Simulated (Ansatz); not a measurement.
# Lattice dynamics of SiBi (built on the sites of a database entry of SnSb)

Aim: the vibrations of SiBi (built on the sites of a database entry of SnSb), their spectra, and whether the structure is stable.

Main program and level: Ansatz 0.2.0; DFT PBE+D4, scalar-relativistic, plane waves, PAW.

The structure was built from a prototype and need not be the compound's stable phase.

## Step 1: The structure

The structure is trigonal, space group R-3m (No. 166). The conventional cell has a = 4.135 Å, b = 4.135 Å, c = 10.293 Å, α = 90.00°, β = 90.00°, γ = 120.00°. Si has 6 Bi at 2.94 Å nearest. Nearest to Bi lie 6 Si at 2.94 Å. Farther neighbours are not listed.

## Step 2: Bringing the structure to rest

Harmonic phonons are second derivatives at a point where the forces vanish, and they are wanted at zero stress, so atoms and cell are relaxed first.

The input, input.yaml:

```yaml
crystal:
  lattice:
    - [2.06735, 1.19358, 3.43091]
    - [-2.06735, 1.19358, 3.43091]
    - [0.0, -2.38717, 3.43091]
  atoms:
    - { symbol: Si, position: [0.0, 0.0, 0.0] }
    - { symbol: Bi, position: [0.5, 0.5, 0.5] }
kpoints:
  mp_grid: { grid: [12, 12, 12] }
hamiltonian:
  xc: pbe
  dispersion: d4
scf:
  occupations: { method: gaussian, width: 0.1 }
output:
  forces: true
  stress: true
  eigenvalues: true
relax:
  adjacent_minimum: "off"
  f_tol: 0.005
  max_steps: 80
  cell: { stress_tol: 0.05 }
```

Launch:

```console
$ ansatz run input.yaml --threads 4 --pin off --max-ram 7168MiB --backend cpu --events-out ev --progress --plain --runs-dir out
```

Numbers of over 12 decimals in the logs are rounded to 6 here.

The log of the run:

```text
Engine: ansatz 0.2.0, x86_64-unknown-linux-gnu
Pseudopotentials: kind: paw
Pseudopotential: Si, paw, valence charge 4, recommended cutoff 420 eV (normal), Si.paw.azcp
Pseudopotential: Bi, paw, valence charge 15, recommended cutoff 420 eV (normal), Bi.paw.azcp
Functional definition: PBE
  parameter kappa = 0.804
  parameter beta = 0.066725
  exchange = pbe_x(kappa = kappa, mu = beta*pi^2/3)
  correlation = pbe_c(beta = beta)
Crystal: 2 atoms, lattice volume = 50.796 Å³
Basis set: ecut = 420 eV, 959 PW (Γ), exchange–correlation on 60×60×60 points (8 copies of the dense FFT grid, shifted against one another)
Bands: 14, of which v1, the nominal top of the filled ones, is band 10 counted from 1 (9 counted from 0)
Symmetry: 12 space group operations
Space group: R-3m (ITA 166), of the structure as read, at distance tolerance 3.7e-5 Å
k-points: 189 of 1728
Non-local potential: Si, projectors of the file, l = 0: 2, l = 1: 2, l = 2: 2
Non-local potential: Bi, projectors of the file, l = 0: 2, l = 1: 2, l = 2: 2, l = 3: 2
PAW form: soft (Blöchl's): semilocal exchange-correlation on the pseudo side does not see the compensation charge
PAW one-centre angular grid: Si, 110 points (default); XC on 64 Gauss nodes
PAW one-centre angular grid: Bi, 590 points (default); XC on 64 Gauss nodes
Initial density: superposition of atomic densities (neutral atoms: chi_scale 0, normalization atom), corrected by the library's trained network
Initial wavefunctions: pseudopotential atomic-orbital guess
Functional: x = pbe(κ = 0.804, μ = 0.219515), c = pbe(β = 0.066725)
SCF iter   1: F=—  HF=-13032.389640 eV  |F-HF|=—  |Δ(HF+E_count)|=         —  Δρ=9.43e-4  dr2=3.75e-4  ethr=1.77e-3  ⟨swp⟩=5.8  Hψ=15172  notcnv=0
preconditioner: auto → Kerker (q_TF=auto, 2.316 Å⁻¹)  [metal: Δε(μ)=0.025 eV  Ē_g=9.353 eV  σ=0.100 eV  W_gap=0.14  n_scr=14 (ndim 8)  ℏωp=15.6 eV  f_vac=0.000  D(μ)=1.01/eV (n_scr^D=8)]
SCF iter   2: F=—  HF=-13032.388915 eV  |F-HF|=—  |Δ(HF+E_count)|=   7.24e-4  Δρ=5.62e-4  dr2=1.73e-4  ethr=1.97e-6  ⟨swp⟩=2.3  Hψ=6010  notcnv=0
SCF iter   3: F=—  HF=-13032.389005 eV  |F-HF|=—  |Δ(HF+E_count)|=   9.01e-5  Δρ=3.03e-4  dr2=5.58e-5  ethr=9.11e-7  ⟨swp⟩=2.0  Hψ=4300  notcnv=0
SCF iter   4: F=—  HF=-13032.389045 eV  |F-HF|=—  |Δ(HF+E_count)|=   3.91e-5  Δρ=6.85e-5  dr2=3.92e-6  ethr=2.93e-7  ⟨swp⟩=2.3  Hψ=3262  notcnv=0
SCF iter   5: F=—  HF=-13032.389047 eV  |F-HF|=—  |Δ(HF+E_count)|=   2.02e-6  Δρ=2.26e-5  dr2=2.85e-7  ethr=2.06e-8  ⟨swp⟩=2.1  Hψ=3348  notcnv=0
SCF iter   6: F=-13032.389047 eV  HF=-13032.389047 eV  |F-HF|=7.20e-9  |Δ(HF+E_count)|=   2.14e-7  Δρ=5.28e-6  dr2=1.56e-8  ethr=5.26e-10  ⟨swp⟩=6.8  Hψ=13276  notcnv=0
SCF 1 converged in 6 iterations: F = -13032.389047 eV  dr2 = 1.56e-8
  greatest PAW one-centre occupation: 0.987 electrons in one spin orbital (limit 2), on the Bi atom at site 1 (counted from 0), in its partial waves of l = 2
relax step   1: F+E_penalty+E_count = -13032.38904676 eV  Δ(F+E_penalty+E_count) = +0.000e0 eV  max|allowed force component| = 3.465e-29 eV/Å  Δτ_max = 0.0000 Å  P = -2.668 GPa  Ω = 50.796 Å³  (6 SCF iters, dr2 threshold 1.00e-7 eV, accepted)
Crystal: 2 atoms, lattice volume = 47.203 Å³
Basis set: ecut = 420 eV, 941 PW (Γ), exchange–correlation on 60×60×60 points (8 copies of the dense FFT grid, shifted against one another)
Initial density: handed on by an earlier stage of this run
Initial wavefunctions: those handed on with the density
iter 1 solved again at ethr=2.16e-5 eV; its pass at ethr=3.10e-3 eV (dr2=4.11e-3 eV) is discarded
SCF iter   1: F=—  HF=-13032.399952 eV  |F-HF|=—  |Δ(HF+E_count)|=         —  Δρ=2.34e-3  dr2=4.36e-3  ethr=2.16e-5  ⟨swp⟩=2.0  Hψ=19198  notcnv=0
preconditioner: auto → Kerker (q_TF=auto, 2.344 Å⁻¹)  [metal: Δε(μ)=0.005 eV  Ē_g=18.822 eV  σ=0.100 eV  W_gap=0.03  n_scr=14 (ndim 8)  ℏωp=23.6 eV  f_vac=0.000  D(μ)=1.05/eV (n_scr^D=8)]
SCF iter   2: F=—  HF=-13032.399171 eV  |F-HF|=—  |Δ(HF+E_count)|=   7.81e-4  Δρ=1.44e-3  dr2=1.53e-3  ethr=2.16e-5  ⟨swp⟩=1.0  Hψ=2646  notcnv=0
SCF iter   3: F=—  HF=-13032.398996 eV  |F-HF|=—  |Δ(HF+E_count)|=   1.76e-4  Δρ=3.21e-4  dr2=6.47e-5  ethr=8.04e-6  ⟨swp⟩=2.1  Hψ=3077  notcnv=0
SCF iter   4: F=—  HF=-13032.399028 eV  |F-HF|=—  |Δ(HF+E_count)|=   3.19e-5  Δρ=7.53e-5  dr2=4.39e-6  ethr=3.41e-7  ⟨swp⟩=2.3  Hψ=3316  notcnv=0
SCF iter   5: F=-13032.399029 eV  HF=-13032.399029 eV  |F-HF|=5.94e-8  |Δ(HF+E_count)|=   1.84e-6  Δρ=1.62e-5  dr2=9.08e-8  ethr=1.05e-9  ⟨swp⟩=4.5  Hψ=13773  notcnv=0
SCF 2 converged in 5 iterations: F = -13032.399029 eV  dr2 = 9.08e-8
relax step   2: F+E_penalty+E_count = -13032.39902949 eV  Δ(F+E_penalty+E_count) = -9.983e-3 eV  max|allowed force component| = 3.372e-28 eV/Å  Δτ_max = 0.0000 Å  P = +2.215 GPa  Ω = 47.203 Å³  energy of the carried Pulay correction = +6.686e-4 eV  (5 SCF iters, dr2 threshold 2.00e-7 eV, accepted)
Crystal: 2 atoms, lattice volume = 48.765 Å³
iter 1 solved again at ethr=4.70e-6 eV; its pass at ethr=3.10e-3 eV (dr2=8.92e-4 eV) is discarded
SCF iter   1: F=—  HF=-13032.408674 eV  |F-HF|=—  |Δ(HF+E_count)|=         —  Δρ=1.07e-3  dr2=9.79e-4  ethr=4.70e-6  ⟨swp⟩=2.0  Hψ=19295  notcnv=0
preconditioner: auto → Kerker (q_TF=auto, 2.332 Å⁻¹)  [metal: Δε(μ)=0.005 eV  Ē_g=18.719 eV  σ=0.100 eV  W_gap=0.03  n_scr=14 (ndim 8)  ℏωp=23.2 eV  f_vac=0.000  D(μ)=1.05/eV (n_scr^D=8)]
SCF iter   2: F=—  HF=-13032.408499 eV  |F-HF|=—  |Δ(HF+E_count)|=   1.74e-4  Δρ=6.57e-4  dr2=3.35e-4  ethr=4.70e-6  ⟨swp⟩=1.0  Hψ=2646  notcnv=0
SCF iter   3: F=—  HF=-13032.408465 eV  |F-HF|=—  |Δ(HF+E_count)|=   3.45e-5  Δρ=1.51e-4  dr2=1.49e-5  ethr=1.76e-6  ⟨swp⟩=2.0  Hψ=3015  notcnv=0
SCF iter   4: F=—  HF=-13032.408474 eV  |F-HF|=—  |Δ(HF+E_count)|=   9.17e-6  Δρ=3.67e-5  dr2=1.13e-6  ethr=7.82e-8  ⟨swp⟩=2.1  Hψ=3176  notcnv=0
SCF iter   5: F=-13032.408474 eV  HF=-13032.408474 eV  |F-HF|=1.57e-8  |Δ(HF+E_count)|=   4.61e-7  Δρ=8.15e-6  dr2=2.58e-8  ethr=1.05e-9  ⟨swp⟩=6.1  Hψ=13347  notcnv=0
SCF 3 converged in 5 iterations: F = -13032.408474 eV  dr2 = 2.58e-8
relax step   3: F+E_penalty+E_count = -13032.40847438 eV  Δ(F+E_penalty+E_count) = -9.445e-3 eV  max|allowed force component| = 3.366e-29 eV/Å  Δτ_max = 0.0000 Å  P = -0.153 GPa  Ω = 48.765 Å³  energy of the carried Pulay correction = +3.719e-4 eV  (5 SCF iters, dr2 threshold 2.00e-7 eV, accepted)
[...]
relax step   4: F+E_penalty+E_count = -13032.40859431 eV  Δ(F+E_penalty+E_count) = -1.199e-4 eV  max|allowed force component| = 6.521e-29 eV/Å  Δτ_max = 0.0000 Å  P = -0.010 GPa  Ω = 48.663 Å³  energy of the carried Pulay correction = +3.909e-4 eV  (3 SCF iters, dr2 threshold 1.42e-7 eV, accepted)
[...]
relax step   5: F+E_penalty+E_count = -13032.40862334 eV  Δ(F+E_penalty+E_count) = -2.903e-5 eV  max|allowed force component| = 6.732e-29 eV/Å  Δτ_max = 0.0000 Å  P = -0.000 GPa  Ω = 48.657 Å³  energy of the carried Pulay correction = +3.920e-4 eV  (3 SCF iters, dr2 threshold 8.85e-9 eV, accepted)
Initial wavefunctions: pseudopotential atomic-orbital guess (no wavefunctions were taken with the density)
iter 1 solved again at ethr=3.04e-7 eV; its pass at ethr=3.10e-3 eV (dr2=5.77e-5 eV) is discarded
SCF iter   1: F=—  HF=-13032.408224 eV  |F-HF|=—  |Δ(HF+E_count)|=         —  Δρ=5.16e-5  dr2=2.47e-7  ethr=3.04e-7  ⟨swp⟩=3.4  Hψ=22986  notcnv=0
SCF iter   2: F=—  HF=-13032.408238 eV  |F-HF|=—  |Δ(HF+E_count)|=   1.41e-5  Δρ=2.75e-5  dr2=6.61e-8  ethr=1.30e-9  ⟨swp⟩=2.3  Hψ=4391  notcnv=0
SCF iter   3: F=—  HF=-13032.408238 eV  |F-HF|=—  |Δ(HF+E_count)|=   8.55e-8  Δρ=2.37e-6  dr2=1.29e-9  ethr=3.48e-10  ⟨swp⟩=2.1  Hψ=4300  notcnv=0
SCF iter   4: F=—  HF=-13032.408238 eV  |F-HF|=—  |Δ(HF+E_count)|=  5.60e-10  Δρ=4.57e-7  dr2=1.19e-10  ethr=6.81e-12  ⟨swp⟩=3.0  Hψ=4516  notcnv=0
SCF iter   5: F=-13032.408238 eV  HF=-13032.408238 eV  |F-HF|=3.64e-12  |Δ(HF+E_count)|=  1.82e-11  Δρ=1.64e-7  dr2=1.50e-11  ethr=1.00e-12  ⟨swp⟩=7.2  Hψ=13144  notcnv=0
SCF 6 converged in 5 iterations: F = -13032.408238 eV  dr2 = 1.50e-11
relax step   6: F+E_penalty+E_count = -13032.40823792 eV  Δ(F+E_penalty+E_count) = +3.854e-4 eV  max|allowed force component| = 1.010e-28 eV/Å  Δτ_max = 0.0000 Å  P = -0.001 GPa  Ω = 48.657 Å³  stress off target by 1.50e-2 GPa  SCF on the basis re-selected at this cell (its energy is not comparable with the rows above)  (5 SCF iters)
basis re-selected at this cell: Δ(F+E_penalty+E_count) = +3.854e-4 eV, ΔP = -0.000 GPa vs the last step (what re-selecting the basis moved, of the pressure what is left beyond the Pulay correction that the steps carried, after the strain that the cell walked since its last selection, with what the two solves' SCF thresholds leave and, on support functions, any second-order correction that the steps lacked; it is no m [...]
SCF converged after 5 iterations
Free energy (F): -13032.408238 eV
Harris-Foulkes:  -13032.408238 eV  (|F-HF|=3.64e-12)
Internal energy: -13032.402900 eV  (E = F + TS)
E sigma→0 (E₀):  -13032.405569 eV
Entropy (-TS):   -0.005338 eV (-2.669 meV/atom)
Fermi energy:    10.266327 eV
--- Per-component energies (eV) ---
  E_band       = -80.808364
  E_kinetic    = 341.754640
  E_local      = -1554.858232  (includes V_loc(G=0)·N_el)
  E_nonlocal   = 586.340179
  E_hartree    = 512.699025
  E_xc         = -206.060593
  E_vxc        = -190.544575  (∫ρ·V_xc dr)
  E_paw        = -11176.113887  (= ΣΔE_a)
  E_vpaw       = -288.897978  (= ΣTr[D̂ρ^β])
  E_aug_tail   = -0.000428  (compensation charges beyond the density's cutoff)
  E_ewald      = -1535.229648
  E_disp       = -0.933956  (pairwise vdW)
  E_smearing   = -0.005338  (= −TS)
  E_closure    = 0.000000  (closes the sum)
  Σ components = -13032.408238   (vs F -13032.408238, Δ=0.00e0)
--- Forces (eV/Å), atoms counted from 1 ---
  atom   1  Si     0.00000000     0.00000000     0.00000000
  atom   2  Bi     0.00000000    -0.00000000     0.00000000
  max |Σ_I F_I| component: 2.02e-28 eV/Å
--- Stress (GPa, compression-positive) ---
        0.006592      -0.000000       0.000000
        0.000000       0.006592       0.000000
        0.000000       0.000000      -0.015019
  P = ⅓ Tr σ = -0.0006 GPa (-0.006 kbar)
--- Band table (eV; the first three rows and the last of 189) ---
  k-point 0: bands = [... 6 lower, 7.5420, 9.5456, 9.5632, 9.5632, 15.1662, 15.1662, 15.1719, 15.6933]
  k-point 1: bands = [... 6 lower, 6.8986, 9.5547, 9.5699, 9.9848, 14.6433, 14.6464, 14.7408, 15.7124]
  k-point 2: bands = [... 6 lower, 5.6812, 9.5876, 9.6015, 10.5553, 13.6901, 13.6912, 13.9853, 15.8901]
  k-point 188: bands = [... 6 lower, 1.6909, 10.3542, 10.3542, 10.8449, 10.8449, 11.5022, 11.7043, 19.5845]
--- Relaxed structure (5 steps of the walk, 5 accepted, 1 SCFs on fresh bases) ---
  F+E_penalty+E_count = -13032.40823792 eV   max|allowed force component| = 1.010e-28 eV/Å   (the final SCF, on the basis selected at the relaxed cell)
  cell:  # Å, volume = 48.6570 Å³
    - [2.048032, 1.182430, 3.348738]
    - [-2.048032, 1.182430, 3.348738]
    - [0, -2.364866, 3.348736]
  atoms:
    - { symbol: Si, position: [0, 0, 0] }
    - { symbol: Bi, position: [0.500000, 0.500000, 0.5] }
```

Wall time 8.6 s (4 threads of Intel Xeon 6975P-C (Granite Rapids), shared host); peak memory 0.5 GiB.

Relaxation path:

```csv
step,energy less that of the first step (eV),largest force component (eV/Å),pressure (GPa),volume (Å³)
1,0.0000,0.0000,-2.67,50.80
2,-0.0100,0.0000,2.21,47.20
3,-0.0194,0.0000,-0.15,48.76
4,-0.0195,0.0000,-0.01,48.66
5,-0.0196,0.0000,0.00,48.66
6*,-0.0192,0.0000,0.00,48.66
```

Relaxation steps marked * repeat the geometry before them on a plane-wave basis chosen anew for their cell, so energy and pressure can jump there.

The run keeps the 12 symmetry operations that it works with, so distortions that break them were not tested.

```csv
cell as run,before,after,change
a (Å),4.180,4.100,-1.9 %
b (Å),4.180,4.100,-1.9 %
c (Å),4.180,4.100,-1.9 %
α (°),59.29,59.94,+1.1 %
β (°),59.29,59.94,+1.1 %
γ (°),59.29,59.94,+1.1 %
volume (Å³/atom),25.40,24.33,-4.2 %
```

The relaxed structure:

```
Si Bi
1.0
     2.04803    1.18243    3.34874
    -2.04803    1.18243    3.34874
     0.00000   -2.36487    3.34874
Si Bi
1 1
Direct
  0.00000 0.00000 0.00000
  0.50000 0.50000 0.50000
```

Numbers from this step:

```
pressure          : -6.12e-4 GPa
volume per atom   : 24.33 Å³
gap on the k-mesh : 0 eV
```

In this step the volume went from 25.40 to 24.33 Å³/atom.

## Step 3: Tight relaxation

Phonons need a cell at rest on their own settings, so the relaxation is repeated with tight tolerances on forces and stress, using the mesh and the filling of the phonon run that follows.

input.yaml, the sections that differ from step 2:

```yaml
crystal:
  lattice:
    - [2.0480322179, 1.1824303255, 3.3487377122]
    - [-2.0480322179, 1.1824303255, 3.3487377122]
    - [0.0, -2.3648655313, 3.3487359889]
  atoms:
    - { symbol: Si, position: [0.0, 0.0, 0.0] }
    - { symbol: Bi, position: [0.5, 0.5, 0.5] }
scf:
  occupations: { method: methfessel_paxton, width: 0.15 }
relax:
  adjacent_minimum: "off"
  f_tol: 0.001
  max_steps: 60
  cell: { stress_tol: 0.01 }
# kpoints, hamiltonian, output: as in step 2
```

The log of the run:

```text
[...]
Crystal: 2 atoms, lattice volume = 48.657 Å³
Basis set: ecut = 420 eV, 941 PW (Γ), exchange–correlation on 60×60×60 points (8 copies of the dense FFT grid, shifted against one another)
Bands: 14, of which v1, the nominal top of the filled ones, is band 10 counted from 1 (9 counted from 0)
Symmetry: 12 space group operations
[...]
k-points: 189 of 1728
[...]
k-point 188: bands = [... 6 lower, 1.6960, 10.3500, 10.3500, 10.8422, 10.8422, 11.4971, 11.6983, 19.5913]
--- Relaxed structure (3 steps of the walk, 3 accepted, 1 SCFs on fresh bases) ---
[...]
cell:  # Å, volume = 48.6490 Å³
    - [2.048675, 1.182801, 3.346087]
    - [-2.048675, 1.182801, 3.346087]
    - [0, -2.365607, 3.346085]
  atoms:
    - { symbol: Si, position: [0, 0, 0] }
    - { symbol: Bi, position: [0.500000, 0.500000, 0.500000] }
[key lines of the parts left out:]
SCF converged after 6 iterations
Free energy (F): -13032.405810 eV
Fermi energy:    10.268246 eV
P = ⅓ Tr σ = 0.0037 GPa (0.037 kbar)
```

The job ended after 5.5 s (4 threads; peak memory 0.49 GiB; 18 s of CPU time).

Little changed from the start: no atom moved by 0.005 Å and no cell edge by 0.1 %.

Numbers from this step:

```
pressure        : 0.003660 GPa
volume per atom : 24.32 Å³
```

The forces vanish by symmetry and the pressure is 0.004 GPa, within the tolerances set. The cell now holds 24.32 Å³/atom. Within 0.01 Å the structure now has space group Fm-3m, not the R-3m of the start.

## Step 4: Linear response at the zone centre

The zone centre comes first: it holds the modes that light can see, as far as symmetry allows. No field response is asked, since the mesh shows no gap.

input.yaml, the sections that differ from step 3:

```yaml
crystal:
  lattice:
    - [2.048674519, 1.1828011595, 3.3460871524]
    - [-2.048674519, 1.1828011595, 3.3460871524]
    - [0.0, -2.3656071955, 3.3460854286]
  atoms:
    - { symbol: Si, position: [0.0, 0.0, 0.0] }
    - { symbol: Bi, position: [0.5, 0.5, 0.5] }
output:
  eigenvalues: true
phonons:
  method: dfpt
# kpoints, hamiltonian, scf: as in step 3
# relax: removed
```

The log of the run:

```text
[...]
Crystal: 2 atoms, lattice volume = 48.649 Å³
Basis set: ecut = 420 eV, 941 PW (Γ), exchange–correlation on 60×60×60 points (8 copies of the dense FFT grid, shifted against one another)
Bands: 14, of which v1, the nominal top of the filled ones, is band 10 counted from 1 (9 counted from 0)
Symmetry: 12 space group operations
k-points: 476 of 1728 (irreducible under 2 space group operations, time reversal used)
[...]
SCF iter   1: F=—  HF=-13032.406281 eV  |F-HF|=—  |Δ(HF+E_count)|=         —  Δρ=9.64e-4  dr2=3.87e-4  ethr=1.77e-3  ⟨swp⟩=5.5  Hψ=37624  notcnv=0
[...]
SCF iter  10: F=-13032.405810 eV  HF=-13032.405810 eV  |F-HF|=3.64e-12  |Δ(HF+E_count)|=  9.09e-12  S|Δr|=    0.00e0  Δρ=3.63e-9  dr2=4.56e-15  ethr=1.00e-12  ⟨swp⟩=6.5  Hψ=29269  notcnv=0
SCF 1 converged in 10 iterations: F = -13032.405810 eV  dr2 = 4.56e-15
[...]
DFPT response loops at Γ: preconditioner auto → Kerker (q_TF=auto, 2.333 Å⁻¹) (partly filled bands, converged f_vac=0.000); β = 1.00, the filter's whole step (`scf.mixing.beta` (0.50) is not read by the response loops under this deck's `scf.mixing.preconditioner`; to damp them name `kerker` or `kerker_dos`, under which they read `scf.mixing.beta`, and type it under 1.00, their step now; both keys bind the ground state too); Broyden in place of MSR1
SCF converged after 10 iterations
[...]
Free energy (F): -13032.405810 eV
[...]
Internal energy: -13032.405282 eV  (E = F + TS)
E sigma→0 (E₀):  -13032.405678 eV
Entropy (-TS):   -0.000528 eV (-0.264 meV/atom)
Fermi energy:    10.268246 eV
[...]
--- Band table (eV; the first three rows and the last of 476) ---
  k-point 0: bands = [... 6 lower, 7.5457, 9.5580, 9.5605, 9.5605, 15.1710, 15.1710, 15.1718, 15.7061]
  k-point 1: bands = [... 6 lower, 6.9008, 9.5653, 9.5674, 9.9856, 14.6476, 14.6481, 14.7446, 15.7133]
  k-point 2: bands = [... 6 lower, 5.6822, 9.5977, 9.5997, 10.5581, 13.6940, 13.6941, 13.9898, 15.8921]
  k-point 475: bands = [... 6 lower, 1.6960, 10.3500, 10.3500, 10.8422, 10.8422, 11.4971, 11.6983, 19.5913]
--- Phonons (Γ-DFPT): 4 representative perturbations + reference, on 476 of 1728 k-points (Σ response iterations 12) ---
  k mesh reduced under 2 symmetry operations, with k and −k counted as one. Each operation leaves every solved perturbation unchanged. A smaller set is not used because it would not reduce the number of displacements times k-points to solve
  ASR residual: 3.258e-6 → 0.000e0 eV/Å²; symmetrization residual: 6.298e-5 eV/Å²
  pairwise dispersion correction: d4 (s6 = 1.0, s8 = 0.95948085, s9 = 1.0, a1 = 0.38574991, a2_bohr = 4.80688534), with the weights of each atom's references fixed at the reference crystal's, and the forces and stress that the weights' published response gives there kept as a pressure on the atom's counted neighbours (hamiltonian.dispersion)
  ASR residual per site (eV/Å²): 3.26e-6 2.40e-6
  Γ frequencies (cm⁻¹): 0.00 0.00 0.00 142.72 142.91 142.91
  non-analytic LO–TO correction: not included (Born effective charges unavailable; polar crystals: no LO–TO splitting at Γ)
```

Elapsed: 29 s, on 4 threads; peak memory 1.3 GiB.

This step gave:

| Item | Value |
| --- | --- |
| sum-rule residual before enforcement | 3.26e-6 eV/Å² |
| point group | -3m |
| highest optical mode at the zone centre (no LO-TO term) | 142.9 cm⁻¹ |
| lowest optical zone-centre mode | 142.7 cm⁻¹ |

Patterns of degenerate modes are one choice out of their space. Modes at Γ, with each element's share of the kinetic energy:

```csv
mode,frequency (cm⁻¹),symmetry,Si %,Bi %
1,0.0,acoustic,12,88
2,0.0,acoustic,12,88
3,0.0,acoustic,12,88
4,142.7,T1u,88,12
5,142.9,T1u,88,12
6,142.9,T1u,88,12
```

Displacements in mode 4 (142.7 cm⁻¹), the largest set to 1:
```
Si1  0.00  0.00  1.00
Bi2  0.00  0.00 -0.13
```

Displacements in mode 6 (142.9 cm⁻¹), the largest set to 1:
```
Si1  0.00  1.00  0.00
Bi2  0.00 -0.13  0.00
```

Before it was imposed, the acoustic sum rule was missed by 3.3e-6 eV/Å². Small misses are needed for a sound result but don't prove that mesh and cutoff are converged. The lowest optical mode is real, 143 cm⁻¹.

[end of part 1 of 2]

[Logs are printed without paths, hosts, clocks, repeated set-up lines and the standing remarks that a program may print on its own settings, such as how far it seeks lower states.]

[Hosts, paths, dates, database ids (printed as entryN), source tags and the programs' standing remarks are cut or masked in the printed files.]
